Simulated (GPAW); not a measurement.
**Core-hole calculation of the Mn K edge in MnO2 (Fd-3m)**

What does one-electron theory with a core hole give for the Mn K edge of MnO2 (Fd-3m)?

Main program and level: GPAW 26.7.0; X-ray absorption from dipole matrix elements to empty bands, plane-wave PAW LDA+U.

### 1. The starting structure

It takes space group Fd-3m (No. 227, cubic). The conventional cell has a = 8.040 Å, b = 8.040 Å, c = 8.040 Å, α = 90.00°, β = 90.00°, γ = 90.00°. Nearest to Mn lie 6 O at 1.90 Å. Nearest to O lie 3 Mn at 1.90 Å. Farther neighbours and most contacts between anions are not listed.

Coordinates:

```cif
data_structure
_symmetry_space_group_name_H-M 'Fd-3m:1'
_symmetry_Int_Tables_number 227
_cell_length_a 8.0400
_cell_length_b 8.0400
_cell_length_c 8.0400
_cell_angle_alpha 90.000
_cell_angle_beta 90.000
_cell_angle_gamma 90.000
_cell_volume 519.72
loop_
_atom_site_label
_atom_site_type_symbol
_atom_site_symmetry_multiplicity
_atom_site_Wyckoff_symbol
_atom_site_fract_x
_atom_site_fract_y
_atom_site_fract_z
_atom_site_occupancy
Mn1 Mn 16 d 0.12500 0.62500 0.12500 1
O1 O 32 e 0.36095 0.86095 0.36095 1
```

### 2. The field without a hole

A plain self-consistent run shows whether there is a gap and which moments survive; both decide the set-up of the core-hole run.

File scf.py:

```python
import numpy as np
from ase import Atoms
from ase.parallel import parprint, paropen
from gpaw import GPAW, PW, FermiDirac, Mixer, MixerDif, setup_paths
from gpaw.test import gen
setup_paths.insert(0, '.')
gen('Mn', name='nch1s', xcname='LDA', corehole=(1, 0, 0), write_xml=True)
from gpaw.mpi import world
world.barrier()

atoms = Atoms('Mn4O8',
    cell=[[0, 4.01999251, 4.01999251],
     [4.01999251, 0, 4.01999251],
     [4.01999251, 4.01999251, 0]],
    scaled_positions=[[0.125, 0.125, 0.125],
     [0.125, 0.125, 0.625],
     [0.625, 0.125, 0.125],
     [0.125, 0.625, 0.125],
     [0.36095376, 0.36095376, 0.36095376],
     [0.36095376, 0.36095376, 0.91713871],
     [0.91713871, 0.36095376, 0.36095376],
     [0.36095376, 0.91713871, 0.36095376],
     [0.88904624, 0.88904624, 0.33286129],
     [0.88904624, 0.88904624, 0.88904624],
     [0.88904624, 0.33286129, 0.88904624],
     [0.33286129, 0.88904624, 0.88904624]],
    magmoms=[4.0, -4.0, 4.0, -4.0, 0.0, 0.0, 0.0, 0.0, 0.0, 0.0, 0.0, 0.0],
    pbc=True)
atoms.calc = calc = GPAW(legacy_gpaw=True, mode=PW(500, force_complex_dtype=True), xc='LDA', setups={'Mn': ':d,5', 0: 'nch1s:d,5'},
    kpts={'size': (3, 3, 3), 'gamma': True}, occupations=FermiDirac(0.05),
    charge=0, mixer=MixerDif(0.05, 8, 50), maxiter=150,
    convergence={'density': 0.0001, 'eigenstates': 1e-6}, txt='scf.txt')
energy = atoms.get_potential_energy() + calc.get_reference_energy()
ef = calc.get_fermi_level()
out = dict(energy=energy, fermi=ef, forces=atoms.get_forces().tolist(), magmoms=atoms.get_magnetic_moments().tolist())
parprint(f'all-electron energy {energy:.4f} eV, Fermi level {ef:.4f} eV')
ev = np.array([[calc.get_eigenvalues(k, s) for k in range(len(calc.get_ibz_k_points()))] for s in range(calc.get_number_of_spins())])
out['homo'], out['lumo'], out['counts'] = ev[ev < ef].max(), ev[ev > ef].min(), sorted(set((ev < ef).sum((0, 2)).tolist()))
out['filled'] = (ev[:, 0] < ef).sum(1).tolist()
import json
with paropen('out.json', 'w') as f:
    json.dump(out, f)
```

Launch:

```bash
> OMP_NUM_THREADS=1 mpirun -n 4 gpaw python scf.py
```

Numbers of over 12 decimals in the logs are rounded to 6 here.

The log of the run:

```text
Input parameters:
  convergence: {density: 0.0001,
                eigenstates: 1e-06}
  kpts: {gamma: True,
         size: (3, 3, 3)}
  maxiter: 150
  mixer: {backend: pulay,
          beta: 0.05,
          method: difference,
          nmaxold: 8,
          weight: 50}
  mode: {ecut: 500.0,
         force_complex_dtype: True,
         name: pw}
  occupations: {fixmagmom: False,
                name: fermi-dirac,
                width: 0.05}
  setups: {0: nch1s:d,5,
           Mn: :d,5}

Initialize ...

[... PAW data sets ...]

Reference energy: -142045.152443  # eV

Spin-polarized calculation.
Initial magnetic moment: 0.000000

[... convergence settings ...]
Symmetries present (total): 2
  [... symmetry matrices ...]

27 k-points: 3 x 3 x 3 Monkhorst-Pack grid
10 k-points in the irreducible part of the Brillouin zone
       k-points in crystal coordinates                weights
   0:     0.00000000    0.00000000    0.00000000          1/27
   1:     0.00000000    0.33333333   -0.33333333          2/27
   2:     0.00000000    0.33333333    0.00000000          4/27
   3:     0.00000000    0.33333333    0.33333333          2/27
   4:     0.33333333   -0.33333333   -0.33333333          2/27
   5:     0.33333333    0.00000000   -0.33333333          4/27
   6:     0.33333333    0.00000000    0.00000000          2/27
   7:     0.33333333    0.33333333   -0.33333333          4/27
   8:     0.33333333    0.33333333    0.00000000          4/27
   9:     0.33333333    0.33333333    0.33333333          2/27

Wave functions: Plane wave expansion
  Cutoff energy: 500.000 eV
  Number of coefficients (min, max): 3287, 3305
  Pulay-stress correction: 0.000000 eV/Ang^3 (de/decut=0.000000)
  Using FFTW library
  Wavefunction extrapolation:
    Improved wavefunction reuse through dual PAW basis

Occupation numbers: Fermi-Dirac:
  width: 0.0500  # eV

Eigensolver
   Davidson(niter=2)

Densities:
  Coarse grid: 30*30*30 grid
  Fine grid: 60*60*60 grid
  Total Charge: 0.000000

Density mixing:
  Method: difference
  Backend: pulay
  Linear mixing parameter: 0.05
  old densities: 8
  Width of damping distribution: 1.1
  Damping of long wavelength oscillations: 50

[... Hamiltonian set-up ...]
Number of atoms: 12
Number of atomic orbitals: 84
Number of bands in calculation: 69
Number of valence electrons: 108
Bands to converge: occupied

... initialized

Initializing position-dependent things.

Density initialized from atomic densities
Creating initial wave functions:
  69 bands from LCAO basis set

                          O
                   O
                    O
              O
                  O      O

                    O
        Mn   O
            Mn
             Mn
       Mn

Atomic positions and initial magnetic moments

Positions:
   0 Mn     1.004998    1.004998    1.004998    ( 0.0000,  0.0000,  4.0000)
   1 Mn     3.014994    3.014994    1.004998    ( 0.0000,  0.0000, -4.0000)
   2 Mn     1.004998    3.014994    3.014994    ( 0.0000,  0.0000,  4.0000)
   3 Mn     3.014994    1.004998    3.014994    ( 0.0000,  0.0000, -4.0000)
   4 O      2.902063    2.902063    2.902063    ( 0.0000,  0.0000,  0.0000)
   5 O      5.137922    5.137922    2.902063    ( 0.0000,  0.0000,  0.0000)
   6 O      2.902063    5.137922    5.137922    ( 0.0000,  0.0000,  0.0000)
   7 O      5.137922    2.902063    5.137922    ( 0.0000,  0.0000,  0.0000)
   8 O      4.912059    4.912059    7.147918    ( 0.0000,  0.0000,  0.0000)
   9 O      7.147918    7.147918    7.147918    ( 0.0000,  0.0000,  0.0000)
  10 O      4.912059    7.147918    4.912059    ( 0.0000,  0.0000,  0.0000)
  11 O      7.147918    4.912059    4.912059    ( 0.0000,  0.0000,  0.0000)

Unit cell:
           periodic     x           y           z      points  spacing
  1. axis:    yes    0.000000    4.019993    4.019993    30     0.1547
[...]
iter:  12   -94.870343c  -4.79  -3.17    +0.0000
iter:  13   -94.873759c  -4.23  -3.20    -0.0000
iter:  14   -94.874673c  -4.77  -3.58    -0.0000
iter:  15   -94.874362c  -5.18  -3.48    -0.0000
iter:  16   -94.874365c  -6.42c -3.97    -0.0000
iter:  17   -94.874367c  -5.80  -4.03c   -0.0000
iter:  18   -94.874361c  -7.41c -4.34c   -0.0000

Converged after 18 iterations.

Dipole moment: (-2.885211, -2.885210, -2.885210) |e|*Ang

Total magnetic moment: (0.000000, 0.000000, -0.000000)
Local magnetic moments:
   0 Mn ( 0.000000,  0.000000,  3.098121)
   1 Mn ( 0.000000,  0.000000, -3.098118)
   2 Mn ( 0.000000,  0.000000,  3.098119)
   3 Mn ( 0.000000,  0.000000, -3.098118)
   4 O  ( 0.000000,  0.000000,  0.027619)
   5 O  ( 0.000000,  0.000000, -0.027619)
   6 O  ( 0.000000,  0.000000,  0.027619)
   7 O  ( 0.000000,  0.000000, -0.027619)
   8 O  ( 0.000000,  0.000000, -0.027619)
   9 O  ( 0.000000,  0.000000,  0.027618)
  10 O  ( 0.000000,  0.000000, -0.027619)
  11 O  ( 0.000000,  0.000000,  0.027618)

Energy contributions relative to reference atoms: (reference = -142045.152443)

Kinetic:        +80.379636
Potential:      -81.483300
External:        +0.000000
XC:             -93.950440
Entropy (-ST):   -0.000000
Local:           +0.179744
SIC:             +0.000000
--------------------------
Free energy:    -94.874361
Extrapolated:   -94.874361

Spin contamination: 6.992816 electrons
Showing only first 2 kpts
                      Up                     Down
 Kpt  Band  Eigenvalues  Occupancy  Eigenvalues  Occupancy
  0    52      2.70434    1.00000      2.70434    1.00000
  0    53      2.72777    1.00000      2.72776    1.00000
  0    54      5.36356    0.00000      5.36355    0.00000
  0    55      5.45896    0.00000      5.45897    0.00000

  1    52      2.50609    1.00000      2.28313    1.00000
  1    53      2.68701    1.00000      2.56179    1.00000
  1    54      5.30452    0.00000      5.31894    0.00000
  1    55      5.51683    0.00000      5.45869    0.00000

Fermi level: 3.90017

Gap: 2.292 eV
Transition (v -> c):
  (s=0, k=9, n=53, [0.33, 0.33, 0.33]) -> (s=0, k=8, n=54, [0.33, 0.33, 0.00])
Direct/indirect transitions are different
Direct gap: 2.373 eV
Transition at: (s=0, k=8, n=53, [0.33, 0.33, 0.00])

Forces in eV/Ang:
  0 Mn    0.00004    0.00004    0.00004
  1 Mn   -0.00004   -0.00004    0.00005
  2 Mn    0.00004   -0.00004   -0.00004
  3 Mn   -0.00004    0.00005   -0.00004
  4 O     0.01043   -0.05256   -0.05256
  5 O    -0.01105    0.05195   -0.05122
  6 O     0.01178    0.05194    0.05194
  7 O    -0.01105   -0.05122    0.05195
  8 O     0.01113   -0.05186    0.05137
  9 O    -0.01037    0.05263    0.05263
 10 O     0.01113    0.05137   -0.05186
 11 O    -0.01163   -0.05186   -0.05186
Scalar-relativistic atomic LDA calculation for Mn (Manganese, Z=25)
Core hole in 1s state (1s occupation: 2.0)
600 radial gridpoints.
|------------------------------------------------|
|------------------------------------------------|
[... the atom generator's iteration count ...]

Energy contributions:
-------------------------
Kinetic:    +1167.899392
XC:           -49.721188
Potential:  -2274.145488
-------------------------
Total:      -1155.967283

state      eigenvalue         ekin         rmax
-----------------------------------------------
1s^2.0 :  -235.654231   306.862693        0.040
2s^2.0 :   -27.269400    55.338432        0.233
2p^6.0 :   -23.144030    54.021996        0.188
3s^2.0 :    -3.137901    11.952102        0.736
3p^6.0 :    -2.002579    10.379009        0.751
3d^5.0 :    -0.257567     6.192382        0.757
4s^2.0 :    -0.194105     1.112499        2.490
4p^0.0 :    -0.054042     0.531337        3.391
-----------------------------------------------
(units: Bohr and Hartree)

Generating PAW setup
Kinetic energy of the core from tauc = 1056.042781882896
Cutoffs:
rc(s)=2.410
rc(p)=2.420
rc(d)=2.150
rc(vbar)=2.350
rc(comp)=2.290
rc(nct)=2.420

Kinetic energy of the core states: 1048.534225
Charge: 0.0
Core electrons: 10.0
Valence electrons: 15.0
Pseudo-core charge: 0.000000
Shape function alpha=1.907
Pseudo-electron charge 4.612870
state    eigenvalue         norm
--------------------------------
3s(2) :    -3.137901     0.111894
4s(2) :    -0.194105     1.047649
3p(6) :    -2.002579     0.093479
4p(0) :    -0.054042     0.998675
3d(5) :    -0.257567     0.346582
*d    :     0.742433
--------------------------------

Diagonalizing with gridspacing h=0.050

state   all-electron     PAW
-------------------------------
3s:      -3.137901    -3.138225
3p:      -2.002579    -2.003494
3d:      -0.257567    -0.258868
*f:                    0.069536
-------------------------------
all-electron energy -142140.0268 eV, Fermi level 3.9002 eV
```

Elapsed: 36 s, on 4 MPI ranks of Intel Xeon Platinum 8488C (Sapphire Rapids), shared host; peak memory 0.29 GiB; 2.4 min of CPU time.

The mesh shows a gap of 2.29 eV, so the hole is first treated in a charged cell, without the excited electron.

Site moments (μB): 3.10, -3.10, 3.10, -3.10, 0.03, -0.03, 0.03, -0.03, -0.03, 0.03, -0.03, 0.03.

### 3. Cell without a hole, the energy reference

The photon energy needs a difference of total energies, so the cell and mesh of the coming hole run are first run without a hole.

scf.py, as its differences from that of step 2:

```diff
@@ -29,3 +29,3 @@
 atoms.calc = calc = GPAW(legacy_gpaw=True, mode=PW(500, force_complex_dtype=True), xc='LDA', setups={'Mn': ':d,5', 0: 'nch1s:d,5'},
-    kpts={'size': (3, 3, 3), 'gamma': True}, occupations=FermiDirac(0.05),
+    kpts={'size': (3, 3, 3), 'gamma': True}, occupations=FermiDirac(0.02),
     charge=0, mixer=MixerDif(0.05, 8, 50), maxiter=150,
```

The log of the run:

```text
Input parameters:
  convergence: {density: 0.0001,
                eigenstates: 1e-06}
  kpts: {gamma: True,
         size: (3, 3, 3)}
  maxiter: 150
  mixer: {backend: pulay,
          beta: 0.05,
          method: difference,
          nmaxold: 8,
          weight: 50}
  mode: {ecut: 500.0,
         force_complex_dtype: True,
         name: pw}
  occupations: {fixmagmom: False,
                name: fermi-dirac,
[...]
4s(2) :    -0.194105     1.047649
3p(6) :    -2.002579     0.093479
4p(0) :    -0.054042     0.998675
3d(5) :    -0.257567     0.346582
*d    :     0.742433
--------------------------------

Diagonalizing with gridspacing h=0.050

state   all-electron     PAW
-------------------------------
3s:      -3.137901    -3.138225
3p:      -2.002579    -2.003494
3d:      -0.257567    -0.258868
*f:                    0.069536
-------------------------------
all-electron energy -142140.0268 eV, Fermi level 3.8448 eV
[key lines of the parts left out:]
Converged after 18 iterations.
Dipole moment: (-2.885211, -2.885210, -2.885210) |e|*Ang
Free energy:    -94.874361
Fermi level: 3.84479
```

Elapsed: 36 s, on 4 MPI ranks; peak memory 0.3 GiB; 2.4 min of CPU time.

Reference energy: -142140.027 eV with the cores included.

(Part 1 of 2 ends here.)

[Banner, clock and machine lines of the logs are left out without a mark of their own.]

[Logs are printed without paths, hosts, clocks, repeated set-up lines and the standing remarks that a program may print on its own settings, such as how far it seeks lower states.]

[Hosts, paths, dates, database ids (printed as entryN), source tags and the programs' standing remarks are cut or masked in the printed files.]

[Lists of maxima count a maximum above −3 eV only where it reaches 4 % of the highest in the window and stands out from its surroundings by 2 % of it (1.5 % where it reaches 55 %); shoulders and weaker maxima are passed over, and of the rest the first, up to two pre-edge ones and the few strongest are named.]
